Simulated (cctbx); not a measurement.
## CeLuPb: precision against data quality

Space group Pnma (no. 62), a = 7.9610 Å, b = 4.9550 Å, c = 8.3800 Å, α = 90.00°, β = 90.00°, γ = 90.00°.

```
atom  mult.       x    y       z  Ueq (Å²)
 Pb1      4  0.8222  3/4  0.9222    0.0072
 Lu1      4  0.5080  1/4  0.7963    0.0087
 Ce1      4  0.2104  3/4  0.9072    0.0109
```

The model is made up (kin elements in a known structure type, no relaxation), so it says nothing on whether the phase exists.

Five simulated data sets (cctbx; Ag Kα, λ = 0.56087 Å; 2 % proportional error) differ in resolution or exposure (noise floor 4 counts in the first three, 8 in the last two). Each is refined with the right model, isotropic at 1.1 Å and anisotropic otherwise. How do the figures of merit and the uncertainties move?

| d min (Å) | top counts | ⟨I/σ⟩ (unmerged, absences included) | unique | param. (scale apart) | Rint | R1 | GooF | largest s.u. xyz (fractional) | s.u. U of Ce1 (Å²) | largest error (Å) |
| --- | --- | --- | --- | --- | --- | --- | --- | --- | --- | --- |
| 1.1 | 5000 | 10.3 | 152 | 9 | 0.039 | 0.0151 | 1.01 | 0.00016 | 0.0005 | 0.0018 |
| 0.84 | 5000 | 8.9 | 326 | 18 | 0.044 | 0.0174 | 0.97 | 0.00010 | 0.0005 | 0.0010 |
| 0.6 | 5000 | 6.8 | 873 | 18 | 0.059 | 0.0222 | 0.94 | 0.00006 | 0.0002 | 0.0008 |
| 0.75 | 300 | 1.0 | 459 | 18 | 0.434 | 0.0879 | 0.93 | 0.00118 | 0.0032 | 0.0112 |
| 0.75 | 3000 | 5.4 | 459 | 18 | 0.080 | 0.0281 | 0.93 | 0.00015 | 0.0005 | 0.0020 |

The number of reflections grows roughly as 1/d³: 152, 326 and 873 here. R1 follows the noise rather than the truth: at 300 counts it is 0.0879, at 3000 counts 0.0281, while GooF is 0.93 and 0.93: the weights 1/σ² carry the noise. The s.u. of U (U11 where anisotropic) for Ce1 goes 0.0005, 0.0005, 0.0002 Å² with resolution and 0.0032, 0.0005 Å² with exposure.

Hardware for the 0.6 Å refinement: 0.46 s on 1 thread of Arm Neoverse V2, with other jobs on the host, peak memory 0.09 GiB.

[Logs are printed without paths, hosts, clocks, repeated set-up lines and the standing remarks that a program may print on its own settings, such as how far it seeks lower states.]
